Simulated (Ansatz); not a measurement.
**Cl on Au(100): change of the work function**

Wanted: Δφ(θ) for Cl/Au(100), starting from the hollow site.

Calculated with Ansatz 0.2.0; plane-wave DFT, PBE, Ansatz PAW.

## 1. The structure

The cell holds 4 atoms: 4 Au. Its edges and angles: a = 2.885 Å, b = 2.885 Å, c = 24.120 Å, α = 90.0°, β = 90.0°, γ = 90.0°. Vacuum lies along c.

## 2. The clean slab

The bare slab comes first, as the zero from which every change is counted. The two lowest layers are held at bulk places and the upper ones relax. The dipole correction removes the false field that a one-sided slab makes across the periodic vacuum, so each face gets a flat vacuum level of its own.

input.yaml reads:

```yaml
crystal:
  lattice:
    - [2.8849956672, 0.0, 0.0]
    - [0.0, 2.8849956672, 0.0]
    - [0.0, 0.0, 24.12]
  atoms:
    - { symbol: Au, position: [0.5, 0.5, 0.3731343284] }
    - { symbol: Au, position: [0.0, 0.0, 0.4577114428] }
    - { symbol: Au, position: [0.5, 0.5, 0.5422885572] }
    - { symbol: Au, position: [0.0, 0.0, 0.6268656716] }
kpoints:
  mp_grid: { grid: [10, 10, 1] }
hamiltonian:
  xc: pbe
scf:
  occupations: { method: fermi_dirac, width: 0.1 }
  convergence: { dr2_threshold: 1.0e-08 }
efield:
  axis: 3
  dipole_correction: true
  ramp_position: 0.97
  ramp_width: 0.06
relax:
  f_tol: 0.02
  max_steps: 60
  constraints: [{ sites: [0, 1] }]
output:
  write_potential: true
  write_density: true
  volumetric_format: npy
```

Run with:

```console
ansatz run input.yaml --threads 4 --pin off --max-ram 12288MiB --backend cpu --events-out ev --progress --plain --runs-dir out
```

Numbers of over 12 decimals in the logs are rounded to 6 here.

The log of the run:

```text
Engine: ansatz 0.2.0, aarch64-unknown-linux-gnu
Pseudopotentials: kind: paw
Pseudopotential: Au, paw, valence charge 19, recommended cutoff 420 eV (normal), Au.paw.azcp
Functional definition: PBE
  parameter kappa = 0.804
  parameter beta = 0.066725
  exchange = pbe_x(kappa = kappa, mu = beta*pi^2/3)
  correlation = pbe_c(beta = beta)
Crystal: 4 atoms, lattice volume = 200.756 Å³
Basis set: ecut = 420 eV, 3901 PW (Γ), exchange–correlation on 40×40×324 points (8 copies of the dense FFT grid, shifted against one another)
Bands: 46, of which v1, the nominal top of the filled ones, is band 38 counted from 1 (37 counted from 0)
Symmetry: 8 space group operations
k-points: 21 of 100
Non-local potential: Au, projectors of the file, l = 0: 3, l = 1: 2, l = 2: 2, l = 3: 1
PAW form: soft (Blöchl's): semilocal exchange-correlation on the pseudo side does not see the compensation charge
PAW one-centre angular grid: Au, 590 points (default); XC on 64 Gauss nodes
Initial density: superposition of atomic densities (neutral atoms: chi_scale 0, normalization atom), corrected by the library's trained network
Initial wavefunctions: pseudopotential atomic-orbital guess
Functional: x = pbe(κ = 0.804, μ = 0.219515), c = pbe(β = 0.066725)
SCF iter   1: F=—  HF=-52596.391833 eV  |F-HF|=—  |Δ(HF+E_count)|=         —  Δρ=3.01e-3  dr2=2.11e-1  ethr=1.77e-3  p=0.000 e·Å  D=2.95e-13 V/Å  ΔV_dip=-0.00 eV  dr2_dipole=3.71e-8  V_vac-E_F(+/−)=4.70/4.70 eV  ⟨swp⟩=8.4  Hψ=4287  notcnv=0  defer=5
efield: sawtooth ramp at fractional position 0.9700 (set: `efield.ramp_position`, or a place that a band, a saddle search or an elastic batch's reference lends), width 0.0600; the density the first Hamiltonian is built on has a dipole p = 0.000 e·Å; the dipole correction subtracts the counter field D = 2.95e-13 V/Å, which shifts the + side's vacuum level by -0.00 eV against the − side's; the planar-averaged density in the ramp window peaks in size at 5.1e-6 e/Å³
preconditioner: auto → LDOS  [metal: Δε(μ)=0.207 eV  Ē_g=8.805 eV  σ=0.100 eV  W_gap=0.47  n_scr=44 (ndim 8)  ℏωp=17.4 eV  f_vac=0.605  D(μ)=1.37/eV (n_scr^D=8)  β→1.0]
SCF iter   2: F=—  HF=-52596.386546 eV  |F-HF|=—  |Δ(HF+E_count)|=   5.29e-3  Δρ=2.09e-3  dr2=3.57e-2  ethr=2.78e-4  p=-0.000 e·Å  D=-1.45e-5 V/Å  ΔV_dip=0.00 eV  dr2_dipole=5.88e-8  V_vac-E_F(+/−)=5.09/5.09 eV  ⟨swp⟩=2.2  Hψ=1577  notcnv=0  defer=32
SCF iter   3: F=—  HF=-52596.382408 eV  |F-HF|=—  |Δ(HF+E_count)|=   4.14e-3  Δρ=5.81e-4  dr2=1.22e-3  ethr=4.69e-5  p=-0.000 e·Å  D=-6.77e-6 V/Å  ΔV_dip=0.00 eV  dr2_dipole=5.94e-9  V_vac-E_F(+/−)=5.01/5.01 eV  ⟨swp⟩=2.0  Hψ=1391  notcnv=0  defer=32
SCF iter   4: F=—  HF=-52596.382339 eV  |F-HF|=—  |Δ(HF+E_count)|=   6.92e-5  Δρ=1.90e-4  dr2=1.25e-4  ethr=1.61e-6  p=-0.000 e·Å  D=-3.69e-6 V/Å  ΔV_dip=0.00 eV  dr2_dipole=1.11e-9  V_vac-E_F(+/−)=5.03/5.03 eV  ⟨swp⟩=3.0  Hψ=1942  notcnv=0  defer=32
SCF iter   5: F=—  HF=-52596.382329 eV  |F-HF|=—  |Δ(HF+E_count)|=   9.88e-6  Δρ=4.07e-5  dr2=4.53e-6  ethr=1.65e-7  p=-0.000 e·Å  D=-1.01e-6 V/Å  ΔV_dip=0.00 eV  dr2_dipole=3.23e-10  V_vac-E_F(+/−)=5.03/5.03 eV  ⟨swp⟩=2.1  Hψ=1444  notcnv=0  defer=32
SCF iter   6: F=—  HF=-52596.382319 eV  |F-HF|=—  |Δ(HF+E_count)|=   1.03e-5  Δρ=1.72e-5  dr2=8.50e-7  ethr=5.96e-9  p=-0.000 e·Å  D=-2.74e-7 V/Å  ΔV_dip=0.00 eV  dr2_dipole=7.27e-11  V_vac-E_F(+/−)=5.04/5.04 eV  ⟨swp⟩=3.2  Hψ=1970  notcnv=0  defer=30
SCF iter   7: F=—  HF=-52596.382319 eV  |F-HF|=—  |Δ(HF+E_count)|=   1.41e-7  Δρ=4.93e-6  dr2=3.68e-8  ethr=1.12e-9  p=-0.000 e·Å  D=-7.11e-9 V/Å  ΔV_dip=0.00 eV  dr2_dipole=9.13e-12  V_vac-E_F(+/−)=5.04/5.04 eV  ⟨swp⟩=2.0  Hψ=1396  notcnv=0  defer=30
SCF iter   8: F=-52596.382319 eV  HF=-52596.382319 eV  |F-HF|=1.82e-8  |Δ(HF+E_count)|=   6.31e-8  Δρ=1.29e-6  dr2=4.11e-9  ethr=1.32e-11  p=0.000 e·Å  D=6.15e-8 V/Å  ΔV_dip=-0.00 eV  dr2_dipole=1.74e-13  V_vac-E_F(+/−)=5.04/5.04 eV  ⟨swp⟩=10.1  Hψ=6765  notcnv=0
SCF 1 converged in 8 iterations: F = -52596.382319 eV  dr2 = 4.11e-9
  greatest PAW one-centre occupation: 1.000 electrons in one spin orbital (limit 2), on the Au atom at site 2 (counted from 0), in its partial waves of l = 0
relax step   1: F+E_penalty+E_count = -52596.38231929 eV  Δ(F+E_penalty+E_count) = +0.000e0 eV  max|allowed force component| = 3.398e-1 eV/Å  Δτ_max = 0.0000 Å  (8 SCF iters, accepted)
Initial density: handed on by an earlier stage of this run
Initial wavefunctions: those handed on with the density
iter 1 solved again at ethr=8.47e-5 eV; its pass at ethr=3.10e-3 eV (dr2=6.44e-2 eV) is discarded
SCF iter   1: F=—  HF=-52596.435965 eV  |F-HF|=—  |Δ(HF+E_count)|=         —  Δρ=5.45e-3  dr2=6.17e-2  ethr=8.47e-5  p=0.000 e·Å  D=2.48e-6 V/Å  ΔV_dip=-0.00 eV  dr2_dipole=3.62e-4  V_vac-E_F(+/−)=5.06/5.06 eV  ⟨swp⟩=1.9  Hψ=4163  notcnv=0  defer=29
efield: sawtooth ramp at fractional position 0.9700 (set: `efield.ramp_position`, or a place that a band, a saddle search or an elastic batch's reference lends), width 0.0600; the density the first Hamiltonian is built on has a dipole p = 0.000 e·Å; the dipole correction subtracts the counter field D = 2.48e-6 V/Å, which shifts the + side's vacuum level by -0.00 eV against the − side's; the planar-averaged density in the ramp window peaks in size at 7.0e-6 e/Å³
preconditioner: auto → LDOS  [metal: Δε(μ)=0.121 eV  Ē_g=8.793 eV  σ=0.100 eV  W_gap=0.29  n_scr=44 (ndim 8)  ℏωp=17.4 eV  f_vac=0.598  D(μ)=1.50/eV (n_scr^D=8)  β→1.0]
SCF iter   2: F=—  HF=-52596.437868 eV  |F-HF|=—  |Δ(HF+E_count)|=   1.90e-3  Δρ=3.97e-3  dr2=8.39e-2  ethr=8.12e-5  p=0.005 e·Å  D=4.64e-3 V/Å  ΔV_dip=-0.11 eV  dr2_dipole=1.00e-2  V_vac-E_F(+/−)=4.93/5.04 eV  ⟨swp⟩=2.1  Hψ=1696  notcnv=0  defer=29
SCF iter   3: F=—  HF=-52596.420283 eV  |F-HF|=—  |Δ(HF+E_count)|=   1.76e-2  Δρ=7.29e-4  dr2=2.04e-3  ethr=8.12e-5  p=-0.001 e·Å  D=-8.39e-4 V/Å  ΔV_dip=0.02 eV  dr2_dipole=3.80e-4  V_vac-E_F(+/−)=5.07/5.05 eV  ⟨swp⟩=2.0  Hψ=1587  notcnv=0  defer=29
SCF iter   4: F=—  HF=-52596.420175 eV  |F-HF|=—  |Δ(HF+E_count)|=   1.08e-4  Δρ=3.54e-4  dr2=5.55e-4  ethr=2.68e-6  p=-0.001 e·Å  D=-9.16e-4 V/Å  ΔV_dip=0.02 eV  dr2_dipole=7.86e-5  V_vac-E_F(+/−)=5.07/5.05 eV  ⟨swp⟩=2.4  Hψ=1633  notcnv=0  defer=29
SCF iter   5: F=—  HF=-52596.420064 eV  |F-HF|=—  |Δ(HF+E_count)|=   1.11e-4  Δρ=5.56e-5  dr2=1.68e-5  ethr=7.30e-7  p=-0.002 e·Å  D=-1.71e-3 V/Å  ΔV_dip=0.04 eV  dr2_dipole=2.58e-6  V_vac-E_F(+/−)=5.09/5.05 eV  ⟨swp⟩=2.0  Hψ=1445  notcnv=0  defer=29
SCF iter   6: F=—  HF=-52596.420032 eV  |F-HF|=—  |Δ(HF+E_count)|=   3.12e-5  Δρ=2.10e-5  dr2=1.29e-6  ethr=2.22e-8  p=-0.002 e·Å  D=-1.76e-3 V/Å  ΔV_dip=0.04 eV  dr2_dipole=3.39e-7  V_vac-E_F(+/−)=5.09/5.05 eV  ⟨swp⟩=3.1  Hψ=1714  notcnv=0  defer=29
SCF iter   7: F=—  HF=-52596.420033 eV  |F-HF|=—  |Δ(HF+E_count)|=   1.18e-6  Δρ=4.88e-6  dr2=3.69e-8  ethr=1.70e-9  p=-0.002 e·Å  D=-1.81e-3 V/Å  ΔV_dip=0.04 eV  dr2_dipole=2.46e-9  V_vac-E_F(+/−)=5.09/5.05 eV  ⟨swp⟩=2.0  Hψ=1400  notcnv=0  defer=32
SCF iter   8: F=-52596.420034 eV  HF=-52596.420034 eV  |F-HF|=9.87e-9  |Δ(HF+E_count)|=   8.70e-8  Δρ=1.41e-6  dr2=3.66e-9  ethr=1.32e-11  p=-0.002 e·Å  D=-1.82e-3 V/Å  ΔV_dip=0.04 eV  dr2_dipole=6.98e-11  V_vac-E_F(+/−)=5.09/5.05 eV  ⟨swp⟩=10.4  Hψ=6848  notcnv=0
SCF 2 converged in 8 iterations: F = -52596.420034 eV  dr2 = 3.66e-9
relax step   2: F+E_penalty+E_count = -52596.42003359 eV  Δ(F+E_penalty+E_count) = -3.771e-2 eV  max|allowed force component| = 3.102e-2 eV/Å  Δτ_max = 0.1954 Å  (8 SCF iters, accepted)
SCF iter   1: F=—  HF=-52596.420140 eV  |F-HF|=—  |Δ(HF+E_count)|=         —  Δρ=1.43e-4  dr2=6.86e-5  ethr=5.75e-7  p=-0.002 e·Å  D=-1.82e-3 V/Å  ΔV_dip=0.04 eV  dr2_dipole=9.22e-6  V_vac-E_F(+/−)=5.09/5.05 eV  ⟨swp⟩=3.0  Hψ=2210  notcnv=0  defer=30
efield: sawtooth ramp at fractional position 0.9700 (set: `efield.ramp_position`, or a place that a band, a saddle search or an elastic batch's reference lends), width 0.0600; the density the first Hamiltonian is built on has a dipole p = -0.002 e·Å; the dipole correction subtracts the counter field D = -1.82e-3 V/Å, which shifts the + side's vacuum level by +0.04 eV against the − side's; the planar-averaged density in the ramp window peaks in size at 6.2e-6 e/Å³
preconditioner: auto → LDOS  [metal: Δε(μ)=0.120 eV  Ē_g=8.793 eV  σ=0.100 eV  W_gap=0.29  n_scr=44 (ndim 8)  ℏωp=17.4 eV  f_vac=0.598  D(μ)=1.50/eV (n_scr^D=8)  β→1.0]
SCF iter   2: F=—  HF=-52596.420123 eV  |F-HF|=—  |Δ(HF+E_count)|=   1.72e-5  Δρ=9.97e-5  dr2=4.65e-5  ethr=9.03e-8  p=-0.002 e·Å  D=-1.98e-3 V/Å  ΔV_dip=0.05 eV  dr2_dipole=4.55e-6  V_vac-E_F(+/−)=5.09/5.05 eV  ⟨swp⟩=2.1  Hψ=1776  notcnv=0  defer=30
SCF iter   3: F=—  HF=-52596.420117 eV  |F-HF|=—  |Δ(HF+E_count)|=   6.23e-6  Δρ=2.15e-5  dr2=9.19e-7  ethr=6.12e-8  p=-0.002 e·Å  D=-1.88e-3 V/Å  ΔV_dip=0.05 eV  dr2_dipole=2.64e-9  V_vac-E_F(+/−)=5.09/5.05 eV  ⟨swp⟩=2.0  Hψ=1396  notcnv=0  defer=30
SCF iter   4: F=—  HF=-52596.420109 eV  |F-HF|=—  |Δ(HF+E_count)|=   7.56e-6  Δρ=5.58e-6  dr2=6.64e-8  ethr=1.21e-9  p=-0.002 e·Å  D=-1.89e-3 V/Å  ΔV_dip=0.05 eV  dr2_dipole=4.02e-10  V_vac-E_F(+/−)=5.09/5.05 eV  ⟨swp⟩=3.0  Hψ=1851  notcnv=0  defer=30
SCF iter   5: F=-52596.420109 eV  HF=-52596.420109 eV  |F-HF|=7.28e-12  |Δ(HF+E_count)|=   1.31e-8  Δρ=1.37e-6  dr2=6.29e-9  ethr=1.32e-11  p=-0.002 e·Å  D=-1.88e-3 V/Å  ΔV_dip=0.05 eV  dr2_dipole=5.85e-10  V_vac-E_F(+/−)=5.09/5.05 eV  ⟨swp⟩=10.0  Hψ=6687  notcnv=0
SCF 3 converged in 5 iterations: F = -52596.420109 eV  dr2 = 6.29e-9
relax step   3: F+E_penalty+E_count = -52596.42010929 eV  Δ(F+E_penalty+E_count) = -7.570e-5 eV  max|allowed force component| = 4.180e-3 eV/Å  Δτ_max = 0.0054 Å  (5 SCF iters, accepted)
NSCF: frozen V_eff on 21 k-points
the band table was solved once a step of the walk had ended and its energy, with any forces and stress, was formed, with the checks that follow a solve (5338 applications of the Hamiltonian). They found nothing against the state; the energy, forces and stress were not computed again (output.eigenvalues in the input reference)
WARN: The output density's exchange-correlation potential varies sharply where the density is thin. Do not read a vacuum level from v_tot or v_xc, or from such a field of the output density. On a cell that repeats whose density bears no net charge and no dipole along the vacuum's axis use v_es (v_loc + v_h of the components); under efield.dipole_correction with no amplitude use v_es + v_field, which holds any externa [...]
SCF converged after 5 iterations
Free energy (F): -52596.420109 eV
Harris-Foulkes:  -52596.420109 eV  (|F-HF|=7.28e-12)
Internal energy: -52596.372692 eV  (E = F + TS)
E sigma→0 (E₀):  -52596.396400 eV
Entropy (-TS):   -0.047418 eV (-11.854 meV/atom)
Fermi energy:    3.627991 eV
Dipole field:    D = -0.001852 V/Å  (p = -0.002054 e·Å, saw-weighted, corrected)
Work function:   Φ+ = 5.0905 eV   Φ− = 5.0459 eV
Levels:          The Fermi level and band energies are counted from a zero that moves with the ramp; work functions are not
--- Per-component energies (eV) ---
  E_band       = -2092.574933
  E_kinetic    = 2416.931505
  E_local      = -116227.909953  (includes V_loc(G=0)·N_el)
  E_nonlocal   = 297.917602
  E_hartree    = 56982.722230
  E_xc         = -909.295827
  E_vxc        = -1097.002378  (∫ρ·V_xc dr)
  E_paw        = -38827.751313  (= ΣΔE_a)
  E_vpaw       = -1447.957865  (= ΣTr[D̂ρ^β])
  E_aug_tail   = 0.005771  (compensation charges beyond the density's cutoff)
  E_efield     = 0.000002  (sawtooth field / dipole correction)
  E_vefield    = 0.010616  (∫n·V_field dr)
  E_ewald      = 43671.007291
  E_smearing   = -0.047418  (= −TS)
  E_closure    = -0.000000  (closes the sum)
  Σ components = -52596.420109   (vs F -52596.420109, Δ=0.00e0)
--- Forces (eV/Å), atoms counted from 1 ---
  atom   1  Au    -0.00000000     0.00000000    -0.33440998
  atom   2  Au     0.00000000     0.00000000     0.33592109
  atom   3  Au    -0.00000000    -0.00000000    -0.00418005
  atom   4  Au     0.00000000     0.00000000     0.00270843
  max |Σ_I F_I| component: 3.95e-5 eV/Å
--- Band table (eV; the first three rows and the last of 21) ---
  k-point 0: bands = [... 34 lower, 1.2703, 1.6682, 1.7591, 1.8259, 1.8259, 3.0709, 4.8215, 8.4417, ... 4 higher]
  k-point 1: bands = [... 34 lower, 1.4471, 1.5201, 1.6488, 1.6665, 1.8696, 3.4763, 5.3920, 8.5893, ... 4 higher]
  k-point 2: bands = [... 34 lower, 1.2997, 1.3405, 1.6430, 1.8266, 2.0000, 4.3013, 6.6246, 8.9317, ... 4 higher]
  k-point 20: bands = [... 34 lower, 2.4603, 2.5465, 5.9560, 5.9560, 8.1511, 8.1511, 8.8238, 8.8336, ... 4 higher]
--- Relaxed structure (3 steps of the walk, 3 accepted, 0 SCFs on fresh bases) ---
  F+E_penalty+E_count = -52596.42010929 eV   max|allowed force component| = 4.180e-3 eV/Å
  atoms:
    - { symbol: Au, position: [0.5, 0.5, 0.373134] }
    - { symbol: Au, position: [0.0, 0.0, 0.457711] }
    - { symbol: Au, position: [0.5, 0.5, 0.546806] }
    - { symbol: Au, position: [1.2975456701632398e-17, 0, 0.634854] }
```

It took 14 s on 4 threads of Arm Neoverse V1, shared host; peak memory 0.53 GiB; 55 s of CPU time.

Step by step:

| step | energy less that of the first step (eV) | largest force component (eV/Å) |
| --- | --- | --- |
| 1 | 0.0000 | 0.3398 |
| 2 | -0.0377 | 0.0310 |
| 3 | -0.0378 | 0.0042 |

Forces are held to the 8 operations that the run works with; a distortion that breaks them can't arise in this run.

The atoms that moved most (Å):

| atom | dx | dy | dz | length |
| --- | --- | --- | --- | --- |
| Au4 | 0.000 | 0.000 | 0.193 | 0.193 |
| Au3 | 0.000 | 0.000 | 0.109 | 0.109 |

Numbers from this step:

```yaml
energy_at_zero_smearing: -52596.3964 eV
work_function_upper_face: 5.091 eV
work_function_lower_face: 5.046 eV
dipole_along_the_normal: -0.002054 e·Å
step_between_the_vacuum_levels: 0.04467 eV
```

Running mean over 2.04 Å of the planar mean; the ramp of the sawtooth is left out. Table of electron's electrostatic potential energy less the Fermi level by z:

| z (Å) | electron's electrostatic potential energy less the Fermi level (eV) |
| --- | --- |
| 3.0 | 5.05 |
| 3.5 | 5.05 |
| 4.0 | 5.05 |
| 4.5 | 5.04 |
| 5.0 | 5.04 |
| 5.5 | 5.04 |
| 6.0 | 5.00 |
| 6.5 | 4.88 |
| 7.0 | 4.39 |
| 7.5 | 2.23 |
| 8.0 | -2.01 |
| 8.5 | -6.14 |
| 9.0 | -8.01 |
| 9.5 | -8.43 |
| 10.0 | -8.56 |
| 10.5 | -8.64 |
| 11.0 | -8.60 |
| 11.5 | -8.15 |
| 12.0 | -7.75 |
| 12.5 | -7.88 |
| 13.0 | -8.38 |
| 13.5 | -8.29 |
| 14.0 | -7.86 |
| 14.5 | -7.76 |
| 15.0 | -7.95 |
| 15.5 | -7.48 |
| 16.0 | -4.69 |
| 16.5 | -0.241 |
| 17.0 | 3.41 |
| 17.5 | 4.70 |
| 18.0 | 5.00 |
| 18.5 | 5.07 |
| 19.0 | 5.08 |
| 19.5 | 5.09 |
| 20.0 | 5.09 |
| 20.5 | 5.09 |
| 21.0 | 5.09 |

The relaxation took 3 steps and lowered the energy by 0.038 eV; the largest force on the free atoms ends at 0.0042 eV/Å.

The work function of the upper face is 5.09 eV.

[end of part 1 of 5]

[Logs are printed without paths, hosts, clocks, repeated set-up lines and the standing remarks that a program may print on its own settings, such as how far it seeks lower states.]

[Hosts, paths, dates, database ids (printed as entryN), source tags and the programs' standing remarks are cut or masked in the printed files.]

[Maps of the electrostatic potential energy from Ansatz leave out the sawtooth potential of an applied field or a dipole correction, so their vacuum need not be flat; planar profiles and work functions include it.]
